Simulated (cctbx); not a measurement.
## Reading a Patterson map

Space group Fmmm (no. 69), a = 8.2280 Å, b = 8.3800 Å, c = 14.1200 Å, α = 90.00°, β = 90.00°, γ = 90.00°, content Au8 Eu8 Ge8 Si16 Mg8.

The data are simulated with cctbx, not measured: Mo Kα, λ = 0.71073 Å, to d = 0.6 Å, 70 % of the full sphere, strongest reflection 20000 counts, noise from counting, a 1.5 % proportional error and a noise floor of 2 counts (s.d.); no absorption.

Patterson synthesis, origin scaled to 1000:

```text
Patterson group F m m m
      u       v       w   height  length (A)
  0.000   0.000   0.000   1000.0     0.00
  0.000   0.000   0.500    667.0     7.06
  0.000   0.254   0.166    564.0     3.17
  0.000   0.000   0.332    324.7     4.69
  0.250   0.000   0.250    228.3     4.09
  0.000   0.000   0.168    180.8     2.38
  0.250   0.250   0.081    148.6     3.15
  0.247   0.000   0.087     70.8     2.38
  0.103   0.000   0.015     20.8     0.87
  0.029   0.076   0.031     20.4     0.81
  0.053   0.000   0.053     20.1     0.87
  0.036   0.095   0.000     18.4     0.85
  0.081   0.037   0.031     14.1     0.86
  0.100   0.000   0.483     12.9     6.86
```

Q: Assign the vectors.

A peak at u stands for all pairs with xi − xj = u, with weight Σ ZiZj against Σ Z² = 94160 at the origin. Peak heights follow these weights only roughly, since form factors, motion and series ripples differ, all vectors within 0.55 Å of a peak are counted as merged into it though the farther ones add only part of their weight, and F(000) is left out, which lowers the whole map:

| u | v | w | shortest length (Å) | height | 1000 ΣZiZj/ΣZ² | pairs in the cell |
| --- | --- | --- | --- | --- | --- | --- |
| 0.000 | 0.000 | 0.500 | 4.11 | 667 | 812 | 16 × Au–Ge, 8 × Eu–Eu, 16 × Si–Si, 8 × Mg–Mg |
| 0.000 | 0.254 | 0.166 | 3.17 | 564 | 623 | 8 × Au–Eu, 8 × Eu–Ge, 16 × Si–Mg |
| 0.000 | 0.000 | 0.332 | 4.69 | 325 | 325 | 4 × Au–Au, 4 × Ge–Ge, 8 × Si–Si |
| 0.250 | 0.000 | 0.250 | 4.09 | 228 | 393 | 16 × Au–Si, 16 × Eu–Mg, 16 × Ge–Si |
| 0.000 | 0.000 | 0.168 | 2.37 | 181 | 231 | 8 × Au–Ge, 8 × Si–Si |
| 0.250 | 0.250 | 0.081 | 3.15 | 149 | 263 | 16 × Eu–Si, 8 × Au–Mg, 8 × Ge–Mg |
| 0.247 | 0.000 | 0.087 | 2.37 | 71 | 132 | 8 × Au–Si, 8 × Ge–Si |

The table stops at ten peaks or at a height of 45, below which ripples compete. In the model behind the data Au, the heaviest element, has 1 independent site: (0, 0, 0.3340), up to an allowed shift of origin; the Au–Au vectors are differences of these positions and their symmetry mates. The whole model:

```csv
atom,mult.,x,y,z,Ueq (Å²)
Au1,8,0,0,0.3340,0.0076
Eu1,8,1/2,0.7420,0,0.0096
Ge1,8,1/2,0,0.3350,0.0132
Si1,16,0.7469,0,0.0778,0.0167
Mg1,8,3/4,3/4,1/4,0.0180
```

The model was made for the exercise: a known structure type with other elements put in, its volume estimated, not relaxed; displacement parameters are assumed.

[Logs are printed without paths, hosts, clocks, repeated set-up lines and the standing remarks that a program may print on its own settings, such as how far it seeks lower states.]
